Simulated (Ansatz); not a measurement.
**linear Pt chain under tension and compression**

Aim: how do moment and conductance of the linear Pt chain follow its length?

Method: DFT PBE, plane waves, PAW; relaxation of a chain's period, in the first sound run; inputs show where later runs differ, in Ansatz 0.2.0.

**1. Starting point**

The cell holds 1 atom: 1 Pt. Cell: a = 7.500 Å, b = 7.500 Å, c = 2.530 Å, α = 90.0°, β = 90.0°, γ = 90.0°. Vacuum lies along a and b. The structure's axis is c.

**2. Relaxation of atoms and period**

Band widths follow the bond lengths, so the chain is relaxed first. The atoms and the third cell vector are free; the box across stays fixed as vacuum. Moments are seeded so that a magnetic state can form if it lies lower. A Fermi-Dirac smearing is set since the result may be a metal. The pressure printed is a third of the stress's trace over the whole box, vacuum included; only the stress along the axis is relaxed.

The input, input.yaml:

```yaml
crystal:
  lattice:
    - [7.5, 0.0, 0.0]
    - [0.0, 7.5, 0.0]
    - [0.0, 0.0, 2.5296]
  atoms:
    - { symbol: Pt, position: [0.5, 0.5, 0.0], spin: 0.6 }
magnetization:
  spin_polarized: true
kpoints:
  mp_grid: { grid: [1, 1, 32] }
scf:
  occupations: { method: fermi_dirac, width: 0.05 }
hamiltonian:
  xc: pbe
relax:
  cell: { fix: [a, b, alpha, beta, gamma] }
  max_steps: 60
```

On the command line:

```sh
$ ansatz run input.yaml --threads 4 --pin off --max-ram 8192MiB --backend cpu --events-out ev --progress --plain --runs-dir out
```

Numbers of over 12 decimals in the logs are rounded to 6 here.

What it wrote:

```text
Engine: ansatz 0.2.0, aarch64-unknown-linux-gnu
Pseudopotentials: kind: paw
Pseudopotential: Pt, paw, valence charge 18, recommended cutoff 420 eV (normal), Pt.paw.azcp
Functional definition: PBE
  parameter kappa = 0.804
  parameter beta = 0.066725
  exchange = pbe_x(kappa = kappa, mu = beta*pi^2/3)
  correlation = pbe_c(beta = beta)
Crystal: 1 atoms, lattice volume = 142.290 Å³
Basis set: ecut = 420 eV, 2777 PW (Γ), exchange–correlation on 108×108×36 points (8 copies of the dense FFT grid, shifted against one another)
Bands: 14, of which v1, the nominal top of the filled ones, is band 9 counted from 1 (8 counted from 0)
Symmetry: 16 space group operations
Space group: P4/mmm (ITA 123), of the structure as read, at distance tolerance 5.2e-5 Å
Magnetic group: BNS 123.339 (UNI 999), of the structure as read, at distance tolerance 5.2e-5 Å
k-points: 17 of 32
Non-local potential: Pt, projectors of the file, l = 0: 3, l = 1: 2, l = 2: 2, l = 3: 1
PAW form: soft (Blöchl's): semilocal exchange-correlation on the pseudo side does not see the compensation charge
PAW one-centre angular grid: Pt, 590 points (default); XC on 64 Gauss nodes
Initial density: superposition of atomic densities (neutral atoms: chi_scale 0, normalization atom)
Starting moments: Σ|m| = 0.6 μB on 1 of 1 site
Initial wavefunctions: pseudopotential atomic-orbital guess
Functional: x = pbe(κ = 0.804, μ = 0.219515), c = pbe(β = 0.066725)
iter 1 solved again at ethr=2.84e-3 eV; its pass at ethr=3.10e-3 eV (dr2=5.10e-1 eV) is discarded
SCF iter   1: F=—  HF=-12520.005917 eV  |F-HF|=—  |Δ(HF+E_count)|=         —  Δρ=1.17e-2 (↑1.13e-2 ↓1.17e-2)  dr2=5.11e-1  dr2_m=6.74e-3  M=0.564 μB ∫|m|=0.564 μB  β_m=0.30  ethr=2.84e-3  ⟨swp⟩=1.0  Hψ=3062  notcnv=0
Mixer restart at iter 1: flushing history
preconditioner: auto → LDOS  [metal: Δε(μ)=0.104 eV  Ē_g=7.377 eV  σ=0.050 eV  W_gap=0.46  n_scr=20 (ndim 8)  ℏωp=9.8 eV  f_vac=0.709  D(μ)=3.51/eV (n_scr^D=20)]
spin=Collinear: LDOS preconditioning applied to the charge; magnetization (m = ρ↑ − ρ↓) channel mixes plain (no charge-response kernel on spin).
SCF iter   2: F=—  HF=-12520.052017 eV  |F-HF|=—  |Δ(HF+E_count)|=   4.61e-2  Δρ=7.44e-3 (↑6.92e-3 ↓7.44e-3)  dr2=1.62e-1  dr2_m=4.71e-3  M=0.541 μB ∫|m|=0.542 μB  β_m=0.50  ethr=2.84e-3  ⟨swp⟩=2.1  Hψ=628  notcnv=0
SCF iter   3: F=—  HF=-12520.189926 eV  |F-HF|=—  |Δ(HF+E_count)|=         —  Δρ=5.05e-3 (↑4.55e-3 ↓5.05e-3)  dr2=8.17e-3  dr2_m=2.39e-2  M=0.285 μB ∫|m|=0.285 μB  β_m=0.50  ethr=9.01e-4  ⟨swp⟩=2.2  Hψ=970  notcnv=0
Mixer restart at iter 3: flushing history
SCF iter   4: F=—  HF=-12520.203514 eV  |F-HF|=—  |Δ(HF+E_count)|=   1.36e-2  Δρ=3.54e-3 (↑3.54e-3 ↓3.32e-3)  dr2=2.19e-3  dr2_m=1.35e-2  M=0.219 μB ∫|m|=0.219 μB  β_m=0.70  ethr=4.54e-5  ⟨swp⟩=2.8  Hψ=936  notcnv=0  defer=7
SCF iter   5: F=—  HF=-12520.213314 eV  |F-HF|=—  |Δ(HF+E_count)|=   9.80e-3  Δρ=1.09e-3 (↑6.78e-4 ↓1.09e-3)  dr2=6.82e-4  dr2_m=8.23e-4  M=0.088 μB ∫|m|=0.088 μB  β_m=0.75  ethr=1.22e-5  ⟨swp⟩=2.0  Hψ=943  notcnv=0  defer=8
SCF iter   6: F=—  HF=-12520.213350 eV  |F-HF|=—  |Δ(HF+E_count)|=   3.67e-5  Δρ=5.56e-4 (↑3.57e-4 ↓5.56e-4)  dr2=3.39e-5  dr2_m=2.53e-4  M=0.048 μB ∫|m|=0.048 μB  β_m=0.88  ethr=3.79e-6  ⟨swp⟩=2.1  Hψ=830  notcnv=0  defer=10
SCF iter   7: F=—  HF=-12520.213654 eV  |F-HF|=—  |Δ(HF+E_count)|=   3.04e-4  Δρ=1.55e-4 (↑1.05e-4 ↓1.55e-4)  dr2=1.95e-5  dr2_m=1.59e-5  M=0.012 μB ∫|m|=0.012 μB  β_m=0.87  ethr=1.89e-7  ⟨swp⟩=2.0  Hψ=865  notcnv=0  defer=10
SCF iter   8: F=—  HF=-12520.213621 eV  |F-HF|=—  |Δ(HF+E_count)|=   3.32e-5  Δρ=3.61e-5 (↑2.57e-5 ↓3.61e-5)  dr2=1.06e-6  dr2_m=8.58e-7  M=0.003 μB ∫|m|=0.003 μB  β_m=0.94  ethr=1.08e-7  ⟨swp⟩=2.0  Hψ=695  notcnv=0  defer=10
SCF iter   9: F=—  HF=-12520.213625 eV  |F-HF|=—  |Δ(HF+E_count)|=   4.54e-6  Δρ=1.50e-5 (↑7.51e-6 ↓1.50e-5)  dr2=1.43e-7  dr2_m=9.75e-8  M=0.001 μB ∫|m|=0.001 μB  β_m=0.91  ethr=5.86e-9  ⟨swp⟩=2.0  Hψ=752  notcnv=0  defer=10
SCF iter  10: F=—  HF=-12520.213626 eV  |F-HF|=—  |Δ(HF+E_count)|=   1.77e-7  Δρ=3.03e-6 (↑3.03e-6 ↓2.19e-6)  dr2=3.77e-9  dr2_m=6.88e-9  M=0.000 μB ∫|m|=0.000 μB  β_m=0.96  ethr=7.96e-10  ⟨swp⟩=2.1  Hψ=748  notcnv=0  defer=10
SCF iter  11: F=—  HF=-12520.213626 eV  |F-HF|=—  |Δ(HF+E_count)|=   1.21e-8  Δρ=4.00e-7 (↑4.00e-7 ↓3.68e-7)  dr2=2.04e-10  dr2_m=1.71e-10  M=0.000 μB ∫|m|=0.000 μB  β_m=0.98  ethr=2.10e-11  ⟨swp⟩=2.0  Hψ=788  notcnv=0  defer=10
SCF iter  12: F=-12520.213626 eV  HF=-12520.213626 eV  |F-HF|=1.82e-12  |Δ(HF+E_count)|=  2.13e-10  Δρ=9.66e-8 (↑5.88e-8 ↓9.66e-8)  dr2=7.40e-12  dr2_m=4.01e-12  M=-0.000 μB ∫|m|=0.000 μB  ethr=1.13e-12  ⟨swp⟩=1.0  Hψ=1378  notcnv=0
WARN: the starting moments were not kept: the SCF closed with an absolute magnetisation of 2.9e-6 μB, where they sum to 0.6 μB in size (1 site). That is at most 0.1 of that sum. Measured as dr2_m measures the in/out step, that magnetisation stands 3.3e-12 eV from none, at or under the dr2_threshold of 1.0e-7 eV: it is no larger than a step whose dr2_m would equal this threshold. The system may hold no moment; this SC [...]
SCF 1 converged in 12 iterations: F = -12520.213626 eV  dr2 = 7.40e-12
  greatest PAW one-centre occupation: 1.000 electrons in one spin orbital (limit 2), on the Pt atom at site 0 (counted from 0), in its partial waves of l = 0
relax step   1: F+E_penalty+E_count = -12520.21362560 eV  Δ(F+E_penalty+E_count) = +0.000e0 eV  max|allowed force component| = 0.000e0 eV/Å  Δτ_max = 0.0000 Å  P = -1.938 GPa  Ω = 142.290 Å³  fix = [a, b, alpha, beta, gamma]  reactions: a -0.103, b -0.103 GPa  (12 SCF iters, dr2 threshold 1.00e-7 eV, accepted)
Crystal: 1 atoms, lattice volume = 135.353 Å³
Basis set: ecut = 420 eV, 2625 PW (Γ), exchange–correlation on 108×108×36 points (8 copies of the dense FFT grid, shifted against one another)
Initial density: handed on by an earlier stage of this run
Starting moments: Σ|m| = 0.6 μB on 1 of 1 site; this step starts from the density that it was given
Initial wavefunctions: those handed on with the density
iter 1 solved again at ethr=2.70e-5 eV; its pass at ethr=3.10e-3 eV (dr2=4.86e-3 eV) is discarded
SCF iter   1: F=—  HF=-12520.399093 eV  |F-HF|=—  |Δ(HF+E_count)|=         —  Δρ=1.53e-3 (↑1.53e-3 ↓1.12e-3)  dr2=4.72e-3  dr2_m=1.10e-4  M=0.021 μB ∫|m|=0.021 μB  β_m=0.65  ethr=2.70e-5  ⟨swp⟩=1.6  Hψ=3393  notcnv=0
preconditioner: auto → LDOS  [metal: Δε(μ)=0.053 eV  Ē_g=7.984 eV  σ=0.050 eV  W_gap=0.24  n_scr=8 (ndim 8)  ℏωp=10.1 eV  f_vac=0.710  D(μ)=1.68/eV (n_scr^D=8)]
[...]
iter 6 did not close the SCF: its close was put off for a magnetic moment that had not settled (scf_convergence_deferred on its scf_iter line)
SCF iter   6: F=-12520.409228 eV  HF=-12520.409228 eV  |F-HF|=6.71e-9  |Δ(HF+E_count)|=   4.14e-8  Δρ=1.72e-6 (↑1.72e-6 ↓1.29e-6)  dr2=1.01e-9  dr2_m=2.30e-9  M=0.000 μB ∫|m|=0.000 μB  β_m=0.90  ethr=5.56e-10  ⟨swp⟩=2.1  Hψ=1588  notcnv=0
iter 7 did not close the SCF: its close was put off for a magnetic moment that had not settled (scf_convergence_deferred on its scf_iter line)
SCF iter   7: F=-12520.409228 eV  HF=-12520.409228 eV  |F-HF|=4.00e-11  |Δ(HF+E_count)|=   8.11e-9  Δρ=1.99e-7 (↑1.70e-7 ↓1.99e-7)  dr2=2.02e-11  dr2_m=2.90e-11  M=0.000 μB ∫|m|=0.000 μB  β_m=0.95  ethr=5.60e-12  ⟨swp⟩=1.0  Hψ=1411  notcnv=0
SCF iter   8: F=-12520.409228 eV  HF=-12520.409228 eV  |F-HF|=1.82e-12  |Δ(HF+E_count)|=  5.64e-11  Δρ=3.92e-8 (↑3.92e-8 ↓1.89e-8)  dr2=1.23e-12  dr2_m=6.59e-13  M=0.000 μB ∫|m|=0.000 μB  ethr=1.00e-12  ⟨swp⟩=1.0  Hψ=1108  notcnv=0
the starting moments were not kept: the SCF closed with an absolute magnetisation of 1.3e-6 μB, where they sum to 0.6 μB in size (1 site). That is at most 0.1 of that sum. Measured as dr2_m measures the in/out step, that magnetisation stands 7.5e-13 eV from none, at or under the dr2_threshold of 1.0e-7 eV: it is no larger than a step whose dr2_m would equal this threshold.
SCF 3 converged in 8 iterations: F = -12520.409228 eV  dr2 = 1.23e-12
relax step   3: F+E_penalty+E_count = -12520.40922775 eV  Δ(F+E_penalty+E_count) = -1.225e-2 eV  max|allowed force component| = 0.000e0 eV/Å  Δτ_max = 0.0000 Å  P = +0.614 GPa  Ω = 130.138 Å³  energy of the carried Pulay correction = +1.420e-3 eV  fix = [a, b, alpha, beta, gamma]  reactions: a -0.103, b -0.103 GPa  (8 SCF iters, dr2 threshold 1.00e-7 eV, accepted)
[...]
relax step   4: F+E_penalty+E_count = -12520.42194182 eV  Δ(F+E_penalty+E_count) = -1.271e-2 eV  max|allowed force component| = 0.000e0 eV/Å  Δτ_max = 0.0000 Å  P = -0.081 GPa  Ω = 132.273 Å³  energy of the carried Pulay correction = +1.169e-3 eV  fix = [a, b, alpha, beta, gamma]  reactions: a -0.104, b -0.104 GPa  (7 SCF iters, dr2 threshold 1.00e-7 eV, accepted)
Basis set: ecut = 420 eV, 2583 PW (Γ), exchange–correlation on 108×108×32 points (8 copies of the dense FFT grid, shifted against one another)
Initial wavefunctions: pseudopotential atomic-orbital guess (no wavefunctions were taken with the density)
iter 1 solved again at ethr=3.65e-7 eV; its pass at ethr=3.10e-3 eV (dr2=6.57e-5 eV) is discarded
SCF iter   1: F=—  HF=-12520.420652 eV  |F-HF|=—  |Δ(HF+E_count)|=         —  Δρ=7.94e-5 (↑7.94e-5 ↓7.94e-5)  dr2=6.37e-6  dr2_m=1.46e-11  M=-0.000 μB ∫|m|=0.000 μB  β_m=0.65  ethr=3.65e-7  ⟨swp⟩=3.2  Hψ=3826  notcnv=0
preconditioner: auto → LDOS  [metal: Δε(μ)=0.084 eV  Ē_g=8.251 eV  σ=0.050 eV  W_gap=0.37  n_scr=8 (ndim 8)  ℏωp=10.2 eV  f_vac=0.711  D(μ)=1.55/eV (n_scr^D=8)]
spin=Collinear: LDOS preconditioning applied to the charge; magnetization (m = ρ↑ − ρ↓) channel mixes plain (no charge-response kernel on spin).
SCF iter   2: F=—  HF=-12520.420658 eV  |F-HF|=—  |Δ(HF+E_count)|=   5.52e-6  Δρ=2.55e-5 (↑2.55e-5 ↓2.55e-5)  dr2=4.89e-7  dr2_m=4.20e-12  M=-0.000 μB ∫|m|=0.000 μB  β_m=0.57  ethr=3.54e-8  ⟨swp⟩=2.2  Hψ=775  notcnv=0
SCF iter   3: F=—  HF=-12520.420659 eV  |F-HF|=—  |Δ(HF+E_count)|=   6.06e-7  Δρ=6.45e-6 (↑6.45e-6 ↓6.43e-6)  dr2=4.01e-8  dr2_m=1.02e-12  M=-0.000 μB ∫|m|=0.000 μB  β_m=0.73  ethr=2.72e-9  ⟨swp⟩=2.3  Hψ=690  notcnv=0
SCF iter   4: F=—  HF=-12520.420659 eV  |F-HF|=—  |Δ(HF+E_count)|=   1.24e-7  Δρ=9.43e-7 (↑9.42e-7 ↓9.43e-7)  dr2=2.40e-9  dr2_m=1.16e-13  M=-0.000 μB ∫|m|=0.000 μB  β_m=0.69  ethr=2.23e-10  ⟨swp⟩=2.1  Hψ=660  notcnv=0
SCF iter   5: F=—  HF=-12520.420659 eV  |F-HF|=—  |Δ(HF+E_count)|=   5.65e-9  Δρ=2.45e-7 (↑2.38e-7 ↓2.45e-7)  dr2=1.65e-10  dr2_m=3.87e-14  M=-0.000 μB ∫|m|=0.000 μB  β_m=0.67  ethr=1.33e-11  ⟨swp⟩=2.6  Hψ=794  notcnv=0
SCF iter   6: F=—  HF=-12520.420659 eV  |F-HF|=—  |Δ(HF+E_count)|=   4.86e-8  Δρ=3.35e-8 (↑3.20e-8 ↓3.35e-8)  dr2=1.19e-12  dr2_m=6.96e-15  M=-0.000 μB ∫|m|=0.000 μB  β_m=0.72  ethr=1.00e-12  ⟨swp⟩=2.3  Hψ=752  notcnv=0
SCF iter   7: F=-12520.420659 eV  HF=-12520.420659 eV  |F-HF|=3.64e-12  |Δ(HF+E_count)|=  7.28e-12  Δρ=7.50e-9 (↑7.50e-9 ↓6.76e-9)  dr2=1.31e-13  dr2_m=6.14e-16  M=-0.000 μB ∫|m|=0.000 μB  ethr=1.00e-12  ⟨swp⟩=3.8  Hψ=1808  notcnv=0
the starting moments were not kept: the SCF closed with an absolute magnetisation of 4.0e-8 μB, where they sum to 0.6 μB in size (1 site). That is at most 0.1 of that sum. Measured as dr2_m measures the in/out step, that magnetisation stands 7.4e-16 eV from none, at or under the dr2_threshold of 1.0e-11 eV: it is no larger than a step whose dr2_m would equal this threshold.
SCF 5 converged in 7 iterations: F = -12520.420659 eV  dr2 = 1.31e-13
relax step   5: F+E_penalty+E_count = -12520.42065865 eV  Δ(F+E_penalty+E_count) = +1.283e-3 eV  max|allowed force component| = 0.000e0 eV/Å  Δτ_max = 0.0000 Å  P = -0.081 GPa  Ω = 132.273 Å³  fix = [a, b, alpha, beta, gamma]  reactions: a -0.102, b -0.102 GPa  stress off target by 3.75e-2 GPa on what of the cell is left free  SCF on the basis re-selected at this cell (its energy is not comparable with the rows above)  (7 SCF iters)
basis re-selected at this cell: Δ(F+E_penalty+E_count) = +1.283e-3 eV, ΔP = +0.001 GPa vs the last step (what re-selecting the basis moved, of the pressure what is left beyond the Pulay correction that the steps carried, after the strain that the cell walked since its last selection, with what the two solves' SCF thresholds leave and, on support functions, any second-order correction that the steps lacked; it is no measure of the basis error at this ecutwfc). The dense FFT grid was sized anew with the basis: this SCF ran on 54×54×16 points, the steps before it on 54×54×18, so part of this shift can come from that change (see relax.cell in the input reference). [rest of the remark cut]
SCF converged after 7 iterations
Magnetization: -0.0000 μB (9.0000 up, 9.0000 down)
Absolute magnetization: 0.0000 μB (∫|ρ↑−ρ↓|, with the PAW one-centre terms)
Spin contamination: 0.0000 ħ² per cell (⟨S²⟩ above its minimum at these occupations)
Per-site moments (μB) at R_I (Å): [(-2.909355896390198e-8, 0.970000)]
Free energy (F): -12520.420659 eV
Harris-Foulkes:  -12520.420659 eV  (|F-HF|=3.64e-12)
Internal energy: -12520.408357 eV  (E = F + TS)
E sigma→0 (E₀):  -12520.414508 eV
Entropy (-TS):   -0.012301 eV (-12.301 meV/atom)
Fermi energy:    -2.799117 eV
--- Per-component energies (eV) ---
  E_band       = -575.901414
  E_kinetic    = 636.562105
  E_local      = -5406.788341  (includes V_loc(G=0)·N_el)
  E_nonlocal   = 201.842073
  E_hartree    = 2291.274949
  E_xc         = -259.005856
  E_vxc        = -298.766165  (∫ρ·V_xc dr)
  E_paw        = -9455.307257  (= ΣΔE_a)
  E_vpaw       = -291.301165  (= ΣTr[D̂ρ^β])
  E_aug_tail   = 0.000199  (compensation charges beyond the density's cutoff)
  E_ewald      = -528.986229
  E_smearing   = -0.012301  (= −TS)
  E_closure    = 0.000000  (closes the sum)
  Σ components = -12520.420659   (vs F -12520.420659, Δ=0.00e0)
--- Forces (eV/Å), atoms counted from 1 ---
  atom   1  Pt     0.00000000     0.00000000     0.00000000
  max |Σ_I F_I| component: 1.77e-28 eV/Å
--- Stress (GPa, compression-positive) ---
       -0.102381       0.000000       0.000000
        0.000000      -0.102381       0.000000
        0.000000       0.000000      -0.037548
  P = ⅓ Tr σ = -0.0808 GPa (-0.808 kbar)
--- Relaxed structure (4 steps of the walk, 4 accepted, 1 SCFs on fresh bases) ---
  F+E_penalty+E_count = -12520.42065865 eV   max|allowed force component| = 0.000e0 eV/Å   (the final SCF, on the basis selected at the relaxed cell)
  cell:  # Å, volume = 132.2728 Å³
    - [7.5, 0.0, 0.0]
    - [0.0, 7.5, 0.0]
    - [0.0, 0.0, 2.351516]
  atoms:
    - { symbol: Pt, position: [0.5, 0.5, 0.0] }
```

Elapsed: 6.3 s, on 4 threads of Arm Neoverse V2, shared host; peak memory 0.41 GiB; 23 s of CPU time.

Step by step:

```csv
step,energy less that of the first step (eV),largest force component (eV/Å),pressure (GPa),volume (Å³)
1,0.0000,0.0000,-1.94,142.29
2,-0.1833,0.0000,-0.87,135.35
3,-0.1956,0.0000,0.61,130.14
4,-0.2083,0.0000,-0.08,132.27
5*,-0.2070,0.0000,-0.08,132.27
```

Relaxation steps marked * repeat the geometry before them on a plane-wave basis chosen anew for their cell, so energy and pressure can jump there.

```csv
cell as run,before,after,change
c (Å),2.530,2.352,-7.0 %
```

The relaxed structure:

```
Pt
1.0
     7.50000    0.00000    0.00000
     0.00000    7.50000    0.00000
     0.00000    0.00000    2.35152
Pt
1
Direct
  0.50000 0.50000 0.00000
```

This step gave:

```yaml
energy_at_zero_smearing: -12520.4145 eV
cell_length_along_the_wire: 2.352 Å
```

The cell's length comes to 2.352 Å with no moment.

**3. At a set period, period over the relaxed period 0.88, k-mesh 1×1×39**

This step: DFT PBE, plane waves, PAW; channels and complex bands of a perfect chain (Ansatz 0.2.0).

The period is set to 0.88 times the relaxed one: shorter bonds widen the bands.

The cell differs from the one that the last finished run ended in (c 2.352 → 2.069 Å).

input.yaml, the sections that differ from step 2:

```yaml
crystal:
  lattice:
    - [7.5, 0.0, 0.0]
    - [0.0, 7.5, 0.0]
    - [0.0, 0.0, 2.0693342424]
  atoms:
    - { symbol: Pt, position: [0.5, 0.5, 0.0], spin: 0.6 }
kpoints:
  mp_grid: { grid: [1, 1, 39] }
output:
  transmission:
    e_range: [-2, 2]
    de: 0.035
    kmesh: [1, 1]
    reduced_basis: true
    leads: [[0, 0]]
  stress: true
# magnetization, scf, hamiltonian: as in step 2
# relax: removed
```

What it wrote:

```text
[...]
Crystal: 1 atoms, lattice volume = 116.400 Å³
Basis set: ecut = 420 eV, 2279 PW (Γ)
Bands: 14, of which v1, the nominal top of the filled ones, is band 9 counted from 1 (8 counted from 0)
Symmetry: 16 space group operations
[...]
k-points: 20 of 39
[...]
Starting moments: Σ|m| = 0.6 μB on 1 of 1 site
[...]
SCF iter   1: F=—  HF=-12519.339205 eV  |F-HF|=—  |Δ(HF+E_count)|=         —  Δρ=2.12e-2 (↑2.12e-2 ↓1.43e-2)  dr2=6.69e-1  dr2_m=8.90e-2  M=0.092 μB ∫|m|=0.092 μB  β_m=0.30  ethr=3.10e-3  ⟨swp⟩=5.3  Hψ=2959  notcnv=0
[...]
SCF iter   9: F=-12519.273099 eV  HF=-12519.273099 eV  |F-HF|=3.64e-12  |Δ(HF+E_count)|=  9.09e-12  Δρ=1.19e-8 (↑7.52e-9 ↓1.19e-8)  dr2=1.29e-13  dr2_m=4.85e-14  M=0.000 μB ∫|m|=0.000 μB  ethr=1.00e-12  ⟨swp⟩=3.6  Hψ=1597  notcnv=0
SCF 1 converged in 9 iterations: F = -12519.273099 eV  dr2 = 1.29e-13
[...]
transmission: 6 of 36 steps passed
transmission: 9 of 36 steps passed
[...]
transmission: 36 of 36 steps passed
SCF converged after 9 iterations
Magnetization: 0.0000 μB (9.0000 up, 9.0000 down)
Absolute magnetization: 0.0000 μB (∫|ρ↑−ρ↓|, with the PAW one-centre terms)
[...]
Per-site moments (μB) at R_I (Å): [(6.105103354220687e-8, 0.853600)]
Free energy (F): -12519.273099 eV
[...]
Internal energy: -12519.265680 eV  (E = F + TS)
E sigma→0 (E₀):  -12519.269389 eV
Entropy (-TS):   -0.007420 eV (-7.420 meV/atom)
Fermi energy:    -1.810883 eV
[...]
--- Stress (GPa, compression-positive) ---
       -0.091351       0.000000       0.000000
        0.000000      -0.091351       0.000000
        0.000000       0.000000      29.428349
  P = ⅓ Tr σ = 9.7485 GPa (97.485 kbar)
--- Band table (eV; the first three rows and the last of 40) ---
  k-point 0 ↑: bands = [... 5 lower, -4.9965, -4.8310, -4.8276, 0.1706, 0.1706, 0.9149, 0.9149, 3.1387, ... 1 higher]
  k-point 1 ↑: bands = [... 5 lower, -4.9763, -4.8191, -4.8157, -0.0996, -0.0996, 1.1290, 1.1290, 3.1614, ... 1 higher]
  k-point 2 ↑: bands = [... 5 lower, -4.9159, -4.7836, -4.7802, -0.6153, -0.6153, 1.4836, 1.4836, 3.2295, ... 1 higher]
  k-point 19 ↓: bands = [... 5 lower, -8.8476, -2.6457, -2.6452, -1.0942, 4.7052, 9.7333, 9.7333, 10.4541, ... 1 higher]
--- Transmission ---
  basis      : 497 plane waves across, 3 finite elements along
  points     : 1, standing for a mesh of 1 x 1
  filling    : by the input's occupations and mesh, since the crystals that have channels conduct as metals do. If one of these is a semiconductor, that mesh has misplaced its level
  energies   : 115 from -2.000000 to 1.990000 eV about the Fermi level, 0.035000 eV apart; the leads are filled to 0.000000 eV, and channels, transmission and decay are at -0.005000 eV
  crystal 0  : Pt1, at the sites [0, 0], period 2.0693 Å: whole cells are its period
    offset         : up to 0.0000 Å between an atom of the period and one for which it stands
    filled         : 57.8 meV under the level at which it is neutral
    channels       : 4.000000e0 up, 4.000000e0 down
    conductance    : 5.5098e14 S/m² at 300 K; may be off by some 0.0 % by where its bands' edges are placed, 0.0 % from the distance to neutral
```

Elapsed: 18 s, on 4 threads; peak memory 0.44 GiB; 57 s of CPU time.

Numbers from this step:

| Property | Result |
| --- | --- |
| energy at zero smearing | -12519.2694 eV |
| channels at the energy nearest the Fermi level, spin up | 4 |
| channels at the energy nearest the Fermi level, spin down | 4 |
| conductance of the lead as this run defines it | 4.000 G₀ |
| band gap | 0 eV |

Open channels of the lead against energy, zero at the Fermi level:

```csv
energy (eV),spin up,spin down
-2.000,6,6
-1.895,6,6
-1.790,6,6
-1.685,6,6
-1.615,6,6
-1.510,6,6
-1.405,6,6
-1.300,6,6
-1.195,6,6
-1.090,6,6
-0.985,6,6
-0.915,6,6
-0.810,4,4
-0.705,4,4
-0.600,4,4
-0.495,4,4
-0.390,4,4
-0.285,4,4
-0.215,4,4
-0.110,4,4
-0.005,4,4
0.100,4,4
0.205,4,4
0.310,4,4
0.415,4,4
0.485,4,4
0.590,4,4
0.695,4,4
0.800,3,3
0.905,3,3
1.010,3,3
1.115,3,3
1.185,3,3
1.290,3,3
1.395,3,3
1.500,3,3
1.605,3,3
1.710,3,3
1.815,3,3
1.885,3,3
```

At the computed energy nearest the Fermi level there are 4 spin-up and 4 spin-down channels, and the thermal average gives 4.00 G₀.

(Continued in part 2 of 2.)

[Logs are printed without paths, hosts, clocks, repeated set-up lines and the standing remarks that a program may print on its own settings, such as how far it seeks lower states.]

[Hosts, paths, dates, database ids (printed as entryN), source tags and the programs' standing remarks are cut or masked in the printed files.]
